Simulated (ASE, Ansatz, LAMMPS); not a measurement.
**Convergence of a linear-scaling basis for twisted graphene monolayer on bilayer, 6.01° (546 atoms)**

Wanted: errors and times of a linear-scaling basis for twisted graphene monolayer on bilayer, 6.01° (546 atoms).

Method: Kohn-Sham DFT, PBE+D3(BJ), PAW (set soft_2), plane waves, in Ansatz 0.2.0.

### Step 1. The structure

The cell holds 546 atoms: 546 C. Its edges and angles: a = 23.467 Å, b = 23.467 Å, c = 20.690 Å, α = 90.0°, β = 90.0°, γ = 120.0°. It derives from C (graphene). Graphene (a = 2.46 Å) under graphene (a = 2.46 Å), monolayer on bilayer, commensurate cell of 91 unit cells a layer, twist 6.01 deg; facing planes 3.32, 3.37 Å apart as built; 14 Å of vacuum; minimised with a classical potential. Regions: layer 1, 182 atoms (182 C); layer 2, 182 atoms (182 C); layer 3, 182 atoms (182 C). Vacuum lies along c.

Before any run, some limits are plain. Beside vacuum, support functions can miss their usual error bounds without a warning.

### Step 2. How the cell was made

A minimisation with a classical potential prepares the built cell.

This step: classical potential: AIREBO (Stuart, Tutein and Harrison, J. Chem. Phys. 112, 6472 (2000)) (LAMMPS stable Jul 2025 - Update 4).

Input file in.lammps:

```
units metal
atom_style atomic
boundary p p p
atom_modify map array
read_data structure.data
pair_style airebo 3.0 1 1
pair_coeff * * CH.airebo C
thermo_style custom step temp pe press lx ly lz fmax
thermo 200
min_style cg
minimize 0 1e-4 3000 30000
write_data relaxed.data nocoeff
```

Launch:

```
$ lmp -in in.lammps -log log.lammps -screen none -nocite
```

Numbers of over 12 decimals in the logs are rounded to 6 here.

The program printed:

```text
LAMMPS (22 Jul 2025 - Update 4)
  546 atoms
   Step          Temp          PotEng         Press            Lx             Ly             Lz            Fmax     
         0   0             -4061.9249     -65290.272      23.4669        20.322932      20.69          0.021849756  
       126   0             -4061.98       -65729.671      23.4669        20.322932      20.69          8.3728897e-06
Loop time of 6.02122 on 1 procs for 126 steps with 546 atoms
Minimization stats:
  Stopping criterion = force tolerance
  Energy initial, next-to-last, final = 
     -4061.92494417665  -4061.97995064959  -4061.97995064999
  Force two-norm initial, final = 0.23740329 9.5046492e-05
  Force max component initial, final = 0.021849756 8.3728897e-06
  Iterations, force evaluations = 126 252
```

The job ended after 6.7 s (1 thread of Intel Xeon at 2.80GHz (Skylake/Cascade Lake), shared host).

### Step 3. Plane-wave single point

The first run fixes the reference, at a cutoff of 420 eV.

Input file input.yaml:

```yaml
crystal:
  lattice:
    - [23.4669, 0.0, 0.0]
    - [-11.73345, 20.32293, 0.0]
    - [0.0, 0.0, 20.69]
  atoms:
    - { symbol: C, position: [0.0696, 0.88645, 0.33646] }
    - { symbol: C, position: [0.07326, 0.82784, 0.33641] }
    - { symbol: C, position: [0.12454, 0.00733, 0.33646] }
    - { symbol: C, position: [0.12821, 0.94872, 0.33641] }
    - { symbol: C, position: [0.08059, 0.71062, 0.33643] }
    - { symbol: C, position: [0.08425, 0.65201, 0.33638] }
    - { symbol: C, position: [0.13553, 0.8315, 0.33645] }
    - { symbol: C, position: [0.13919, 0.77289, 0.33641] }
    - { symbol: C, position: [0.19048, 0.95238, 0.33644] }
    - { symbol: C, position: [0.19414, 0.89377, 0.3364] }
    - { symbol: C, position: [0.09158, 0.5348, 0.33642] }
    - { symbol: C, position: [0.09524, 0.47619, 0.33639] }
    - { symbol: C, position: [0.14652, 0.65568, 0.33644] }
    - { symbol: C, position: [0.15018, 0.59707, 0.3364] }
    - { symbol: C, position: [0.20147, 0.77656, 0.33645] }
    - { symbol: C, position: [0.20513, 0.71795, 0.33642] }
    - { symbol: C, position: [0.25641, 0.89744, 0.33644] }
    - { symbol: C, position: [0.26007, 0.83883, 0.33641] }
    - { symbol: C, position: [0.31136, 0.01831, 0.33641] }
    - { symbol: C, position: [0.31502, 0.95971, 0.33638] }
    - { symbol: C, position: [0.10256, 0.35897, 0.33644] }
    - { symbol: C, position: [0.10623, 0.30037, 0.3364] }
    - { symbol: C, position: [0.15751, 0.47985, 0.33645] }
    - { symbol: C, position: [0.16117, 0.42125, 0.33641] }
    - { symbol: C, position: [0.21245, 0.60073, 0.33646] }
    - { symbol: C, position: [0.21612, 0.54212, 0.33642] }
    - { symbol: C, position: [0.2674, 0.72161, 0.33647] }
    - { symbol: C, position: [0.27106, 0.663, 0.33643] }
    - { symbol: C, position: [0.32234, 0.84249, 0.33645] }
    - { symbol: C, position: [0.32601, 0.78388, 0.33642] }
    - { symbol: C, position: [0.37729, 0.96337, 0.33641] }
    - { symbol: C, position: [0.38095, 0.90476, 0.33639] }
    [... 508 atom lines left out ...]
    - { symbol: C, position: [0.95236, 0.19046, 0.66288] }
    - { symbol: C, position: [0.9487, 0.12819, 0.66285] }
    - { symbol: C, position: [0.0183, 0.31133, 0.66291] }
    - { symbol: C, position: [0.01464, 0.24906, 0.66288] }
    - { symbol: C, position: [0.00732, 0.12454, 0.66278] }
    - { symbol: C, position: [0.00366, 0.06227, 0.66279] }
kpoints:
  mp_grid: { grid: [3, 3, 1] }
hamiltonian:
  xc: pbe
  dispersion: d3bj
scf:
  occupations: { method: fermi_dirac, width: 0.05 }
output:
  forces: true
  populations: true
  dos:
    method: { smearing: { sigma: 0.1 } }
    de: 0.1
    projected: { site_lists: { C: [C] } }
  eigenvalues: true
```

Launch:

```
$ ansatz run input.yaml --threads 32 --pin off --max-ram 143360MiB --backend cuda --events-out ev --progress --plain --runs-dir out
```

The program printed:

```text
Warning: the atoms were moved onto the symmetric positions of the space group found under crystal.symmetry.tolerance 1.0e-5 (fractional; no operation is sought that the atoms, as they stand in a round, miss by more than twice it, and no atom is moved by as much as it), and the run uses the moved positions. [...]
Engine: ansatz 0.2.0, aarch64-unknown-linux-gnu
Pseudopotentials: kind: paw
Pseudopotential: C, paw, valence charge 4, recommended cutoff 420 eV (normal), C.paw.azcp
[...]
Crystal: 546 atoms, lattice volume = 9867.395 Å³
Basis set: ecut = 420 eV, 192861 PW (Γ), exchange–correlation on 320×320×288 points (8 copies of the dense FFT grid, shifted against one another)
Bands: 1638, of which v1, the nominal top of the filled ones, is band 1092 counted from 1 (1091 counted from 0)
Symmetry: 3 space group operations
Space group: P3 (ITA 143), of the structure as read, at distance tolerance 2.1e-4 Å
k-points: 3 of 9 (time reversal used)
[... 3 lines on functional and potentials left out ...]
Initial density: superposition of atomic densities (neutral atoms: chi_scale 0, normalization atom), corrected by the library's trained network
Initial wavefunctions: pseudopotential atomic-orbital guess
[...]
Functional: x = pbe(κ = 0.804, μ = 0.219515), c = pbe(β = 0.066725)
SCF iter   1: F=—  HF=-137080.785331 eV  |F-HF|=—  |Δ(HF+E_count)|=         —  Δρ=2.38e-3  dr2=5.99e-1  ethr=1.77e-3  ⟨swp⟩=7.3  Hψ=25278  notcnv=0  defer=1235
preconditioner: auto → LDOS  [metal: Δε(μ)=0.042 eV  Ē_g=15.367 eV  σ=0.050 eV  W_gap=0.20  n_scr=1590 (ndim 8)  ℏωp=17.5 eV  f_vac=0.504  D(μ)=8.72/eV (n_scr^D=8)  β→1.0]
SCF iter   2: F=—  HF=-137080.824774 eV  |F-HF|=—  |Δ(HF+E_count)|=   3.94e-2  Δρ=1.15e-3  dr2=2.90e-1  ethr=2.74e-5  ⟨swp⟩=2.0  Hψ=9064  notcnv=0  defer=1502
SCF iter   3: F=—  HF=-137080.727580 eV  |F-HF|=—  |Δ(HF+E_count)|=   9.72e-2  Δρ=3.75e-4  dr2=5.70e-2  ethr=1.33e-5  ⟨swp⟩=2.0  Hψ=6779  notcnv=0  defer=1502
SCF iter   4: F=—  HF=-137080.712232 eV  |F-HF|=—  |Δ(HF+E_count)|=   1.53e-2  Δρ=9.25e-5  dr2=4.45e-4  ethr=2.61e-6  ⟨swp⟩=2.0  Hψ=5871  notcnv=0  defer=1502
SCF iter   5: F=—  HF=-137080.723719 eV  |F-HF|=—  |Δ(HF+E_count)|=   1.15e-2  Δρ=3.38e-5  dr2=1.27e-4  ethr=2.04e-8  ⟨swp⟩=3.0  Hψ=7357  notcnv=0  defer=1502
SCF iter   6: F=—  HF=-137080.726149 eV  |F-HF|=—  |Δ(HF+E_count)|=   2.43e-3  Δρ=5.78e-6  dr2=2.65e-6  ethr=5.80e-9  ⟨swp⟩=2.0  Hψ=8108  notcnv=0  defer=1502
SCF iter   7: F=—  HF=-137080.724515 eV  |F-HF|=—  |Δ(HF+E_count)|=   1.63e-3  Δρ=2.34e-6  dr2=1.10e-6  ethr=1.21e-10  ⟨swp⟩=3.0  Hψ=7579  notcnv=0  defer=1502
SCF iter   8: F=—  HF=-137080.724515 eV  |F-HF|=—  |Δ(HF+E_count)|=   3.28e-7  Δρ=8.88e-7  dr2=1.20e-7  ethr=5.03e-11  ⟨swp⟩=2.0  Hψ=5800  notcnv=0  defer=1502
SCF iter   9: F=-137080.724515 eV  HF=-137080.724515 eV  |F-HF|=2.94e-8  |Δ(HF+E_count)|=   5.34e-8  Δρ=3.63e-7  dr2=7.47e-9  ethr=4.58e-12  ⟨swp⟩=33.0  Hψ=50547  notcnv=0
SCF 1 converged in 9 iterations: F = -137080.724515 eV  dr2 = 7.47e-9
  greatest PAW one-centre occupation: 0.674 electrons in one spin orbital (limit 2), on the C atom at site 312 (counted from 0), in its partial waves of l = 0
SCF converged after 9 iterations
Free energy (F): -137080.724515 eV
Harris-Foulkes:  -137080.724515 eV  (|F-HF|=2.94e-8)
Internal energy: -137080.661157 eV  (E = F + TS)
E sigma→0 (E₀):  -137080.692836 eV
Entropy (-TS):   -0.063358 eV (-0.116 meV/atom)
Fermi energy:    1.225687 eV
--- Per-component energies (eV) ---
  E_band       = -17303.246317
  E_kinetic    = 49739.942151
  E_local      = -970853.142822  (includes V_loc(G=0)·N_el)
  E_nonlocal   = 14932.173367
  E_hartree    = 462545.004085
  E_xc         = -26236.254948
  E_vxc        = -32484.925453  (∫ρ·V_xc dr)
  E_paw        = -54252.128046  (= ΣΔE_a)
  E_vpaw       = -3727.300013  (= ΣTr[D̂ρ^β])
  E_aug_tail   = 0.004159  (compensation charges beyond the density's cutoff)
  E_ewald      = 387115.258484
  E_disp       = -71.517588  (pairwise vdW)
  E_smearing   = -0.063358  (= −TS)
  E_closure    = -0.000000  (closes the sum)
  Σ components = -137080.724515   (vs F -137080.724515, Δ=0.00e0)
--- Forces (eV/Å), atoms counted from 1 ---
[... 546 lines of forces left out ...]
  max |Σ_I F_I| component: 1.93e-4 eV/Å
--- Band table (eV) ---
[... left out ...]
--- Löwdin populations: 546 sites ---
  site symbol       q [e]
[... 546 lines, one an atom, left out ...]
  spilling = 0.009380 (of n_electrons = 2184.000000)
```

It took 45 s on 1 × NVIDIA GB200 with 32 threads of Arm Neoverse V2, shared host; peak memory 15 GiB; 2 min of CPU time.

That memory is the host's. Forces of this run were stored rounded, and per-atom blocks of the log weren't kept.

The program notes that it cut back its plan to fit the GPU's memory and positions were snapped to a detected symmetry.

The run gave:

```yaml
free_energy: -137080.7245 eV
free_energy_per_atom: -251.0636 eV/atom
scf_cycles: 9
r_m_s_force_component: 0.0139 eV/Å
longest_force: 0.05343 eV/Å
fermi_energy: 1.226 eV
levels_partly_filled_by_over_2_per_cent: 4
spilling_of_the_projection: 0.00938
```

The mean of these charges, 0.038 e, is only the charge that the projection spills.

Löwdin charges by element (they lack the spilled electrons, 0.038 e an atom on average):

```
element  coordination  atoms  mean charge (e)  spread   least    most
      C           all    546           0.0375  0.0026  0.0312  0.0408
```

By region:

```
 region  atoms  mean length of the force (eV/Å)
layer 1    182                            0.022
layer 2    182                            0.025
layer 3    182                            0.019
```

States in the cell by windows of 1 eV, zero at the Fermi level; some projections on atomic orbitals stand beside the total:

```
from (eV)  to (eV)  total    C p
      -10       -9   96.0   77.7
       -9       -8  119.4  100.7
       -8       -7  173.6  156.7
       -7       -6  251.3  240.0
       -6       -5  197.0  190.4
       -5       -4  162.6  159.2
       -4       -3  152.1  150.8
       -3       -2  114.2  114.1
       -2       -1   59.2   59.0
       -1        0   17.5   17.4
        0        1   16.9   16.7
        1        2   91.9   89.0
        2        3   92.8   89.2
        3        4   80.2   61.2
        4        5  102.1   53.5
```

Between -20 and -10 eV lie 841 more states.

Not all projections were asked for or kept, so they needn't add up to the total.

The levels nearest the highest filled one (over half full), pooled over k-points and spins:

```
level less the highest filled one (eV)  occupation
                                -0.512           2
                                -0.486           2
                                -0.336        2.00
                                -0.297        2.00
                                -0.286        2.00
                                     0        1.21
                                 0.025       0.961
                                0.0251       0.961
                                0.0331       0.881
                                 0.332       0.004
                                 0.408       0.001
                                 0.434       0.001
```

Löwdin charges run from +0.03 to +0.04 e, about a mean that is the spilled charge alone. Within 0.4 eV of the Fermi level the largest share is C p (100 % of the projected weight).

### Step 4. Distances and neighbours

These statistics describe the geometry on which the runs were made.

Normalised to the volume that the atoms fill. Pair distribution function in bins of 0.1 Å:

```
r (Å)  total
 1.35   0.00
 1.45   9.00
 1.55   0.00
 1.65   0.00
 1.75   0.00
 1.85   0.00
 1.95   0.00
 2.05   0.00
 2.15   0.00
 2.25   0.00
 2.35   0.00
 2.45   5.97
 2.55   0.00
 2.65   0.00
 2.75   0.00
 2.85   2.29
 2.95   0.00
 3.05   0.00
 3.15   0.00
 3.25   0.00
 3.35   0.21
 3.45   0.30
 3.55   0.28
 3.65   1.62
 3.75   2.84
 3.85   0.24
 3.95   0.24
 4.05   0.23
 4.15   0.95
 4.25   2.24
 4.35   0.19
 4.45   1.16
 4.55   0.22
 4.65   0.21
 4.75   0.20
 4.85   0.22
 4.95   1.69
 5.05   1.63
 5.15   1.58
 5.25   0.17
 5.35   0.20
 5.45   0.59
 5.55   0.17
 5.65   0.75
```

Bonds by pair of elements; cutoffs follow the first minimum of g(r), held within bounds set by covalent radii, and pairs that aren't listed don't count as bonded:

```
pair A-B  cutoff (Å)  bonds  mean length (Å)  spread (Å)  shortest (Å)  B about A  A about B
     C-C        1.82    819             1.42           0          1.42          3          3
```

How many atoms have how many bonded neighbours:

```
element  mean    3
      C     3  546
```

Bond angles, per cent of each kind in bins of 5°:

```
angle (°)  C-C-C
  115–120   59.3
  120–125   40.7
```

Bond angles (no mean is given where the spread exceeds 20°):

```
angle  count  mean (°)  spread (°)
C-C-C   1638       120           0
```

The first peak of g(r) lies near 1.43 Å. Counting bonds as in the table, all C atoms have 3 bonded neighbours.

The surroundings of C284, picked at random, nearest first, numbered as they follow in the input and with coordinates relative to it.

```
atom      x      y     z  distance (Å)  bonds
C284   0.00   0.00  0.00          0.00      3
C213  -0.64  -1.27  0.00          1.42      3
C231   1.42   0.07  0.00          1.42      3
C283  -0.77   1.19  0.00          1.42      3
C214   0.13  -2.46  0.00          2.46      3
C232   2.19  -1.12  0.00          2.46      3
C268  -2.19   1.12  0.00          2.46      3
C286  -0.13   2.46  0.00          2.46      3
C202  -2.06  -1.34  0.00          2.46      3
C302   2.06   1.34  0.00          2.46      3
```

The column of bonds counts only the pairs C-C within 1.82 Å; other neighbours, such as metal atoms beside each other in a compound, aren't counted, and periodic images can show an atom twice.

### Step 5. Support functions medium

The cell is solved in localised support functions. The level medium gives here a grid of 108×108×96 points and a radius of 3.48 Å.

This step: Kohn-Sham DFT, PBE+D3(BJ), PAW (set soft_2), localised support functions (medium) (Ansatz 0.2.0).

input.yaml, the sections that differ from step 3:

```yaml
scf:
  occupations: { method: fermi_dirac, width: 0.05 }
  eigensolver: { kind: { support_functions: { accuracy: medium } } }
  mixing: { beta: 0.4 }
  max_iter: 150
output:
  forces: true
  eigenvalues: true
# crystal, kpoints, hamiltonian: as in step 3
```

The program printed:

```text
Warning: scf.eigensolver.kind.support_functions: disabling space-group detection — the functions' gradient is summed over unrotated k-points, so no spatial operation reduces the k-mesh or symmetrises the density; time reversal is kept, so that k and −k are solved as one point where they differ and the mesh holds both, and exact exchange and, on two spinor components, a DFT+U term hold to it where the run has them: [...]
settings of this run that can trade accuracy for cost: scf.eigensolver.kind.support_functions [...]
[...]
device memory: the entry about to start is reckoned to put 19.3 GiB on a device that reports 182.5 GiB free
GPU FFT provider: cuFFT
GPU libraries: cuBLAS 13.8.1, cuFFT 12.4.0, cuSOLVER 12.3.2
GPU matrix products: emulated (plane waves: as basis.precision tells), large ones in fixed point in workspaces of 1.00 GiB
Crystal: 546 atoms, lattice volume = 9867.395 Å³
Basis set: ecut = 420 eV, 192861 PW (Γ), exchange–correlation on 320×320×288 points (8 copies of the dense FFT grid, shifted against one another)
Bands: 1311, of which v1, the nominal top of the filled ones, is band 1092 counted from 1 (1091 counted from 0)
Symmetry: 1 space group operations
k-points: 5 of 9 (time reversal used)
[...]
GPU buffer pool allocated for 3686400 grid points (all kernels)
Eigensolver: Support functions (medium, 108×108×96 points, laid for a spacing of at most 0.228497 Å, radius 3.476607 Å, 273 sites without an atom, 1 species' potentials softened for the grid, 1 wholly corrected for its errors in the mean over positions, 1 with the egg-box correction, energy correction by stochastic trace)
[...]
SCF iter   1: F=—  HF=-137201.241840 eV  |F-HF|=—  |Δ(HF+E_count)|=         —  Δρ=7.49e-2  dr2=5.35e2  ethr=1.00e-1
[...]
SCF iter  11: F=—  HF=-137082.756336 eV  |F-HF|=—  |Δ(HF+E_count)|=   4.08e-3  Δρ=1.80e-5  dr2=2.85e-5  ethr=5.39e-9  κ⁻¹=4.1e-7(r=7)
SCF iter  12: F=-137082.759370 eV  HF=-137082.759371 eV  |F-HF|=9.61e-7  |Δ(HF+E_count)|=   3.04e-3  Δρ=4.05e-6  dr2=2.03e-6  ethr=1.30e-9
SCF 1 converged in 12 iterations: F = -137082.790714 eV  dr2 = 2.03e-6
[...]
SCF converged after 12 iterations
Stability not checked: this state was not tested for a lower state beside it, because the mixer in use, unlike msr1, does not test its closes by its own steps (another_mixer; see scf.mixing.algorithm and scf.lower_state_search)
Free energy (F): -137082.790714 eV
[...]
Internal energy: -137082.727372 eV  (E = F + TS)
E sigma→0 (E₀):  -137082.759043 eV
Entropy (-TS):   -0.063342 eV (-0.116 meV/atom)
Fermi energy:    1.225483 eV
[...]
Σ components = -137082.790714   (vs F -137082.790714, Δ=0.00e0)
--- Forces (eV/Å), atoms counted from 1 ---
[... 546 lines of forces left out ...]
  max |Σ_I F_I| component: 1.36e-2 eV/Å
--- Band table (eV; the first three rows and the last of 5) ---
```

The job ended after 36 s (1 × NVIDIA GB200 with 32 threads; peak memory 2.7 GiB; 50 s of CPU time).

That memory is the host's; the program planned up to 19.3 GiB on the GPU.

The program notes that the band table was not solved further than the SCF left it and it switched symmetry off.

Keys that differ from the reference: support_functions.accuracy = "medium", scf.max_iter = 150 and scf.mixing.beta = 0.4.

Forces differ from the reference by 3.3 meV/Å r.m.s.; the energy by -3.8 meV/atom.

### Step 6. The ladder side by side

Each row is set against the plane-wave reference (Kohn-Sham DFT, PBE+D3(BJ), PAW (set soft_2), plane waves; r.m.s. force component 0.0139 eV/Å). Energies are set beside the reference only for runs with its functional, potentials and electron count. Times are for 1 × NVIDIA GB200 with 32 threads of Arm Neoverse V2, shared host. The reference's time includes the DOS, which some other runs skip.

```
                     run  Δ force, r.m.s. (meV/Å)  Δ energy (meV/atom)  cycles  time  host memory (GiB)
               reference                        -                    -       9  45 s                 15
support functions medium                     3.33                -3.78      12  36 s                2.7
```

### Step 7. Results

```
free energy per atom        : -251.0636 eV/atom
r.m.s. force component      : 0.0139 eV/Å
wall time of the 2 DFT runs : 81 s
```

What this shows: The setting support functions medium changes forces by 3.3 meV/Å r.m.s. Differences between support functions and plane waves include what basis error the plane-wave run still has.

No gap is quoted, since levels at the Fermi energy are partly filled. Counting bonds as in the table, all C atoms have 3 bonded neighbours.

[Logs are printed without paths, hosts, clocks, repeated set-up lines and the standing remarks that a program may print on its own settings, such as how far it seeks lower states.]

[Hosts, paths, dates, database ids (printed as entryN), source tags and the programs' standing remarks are cut or masked in the printed files.]
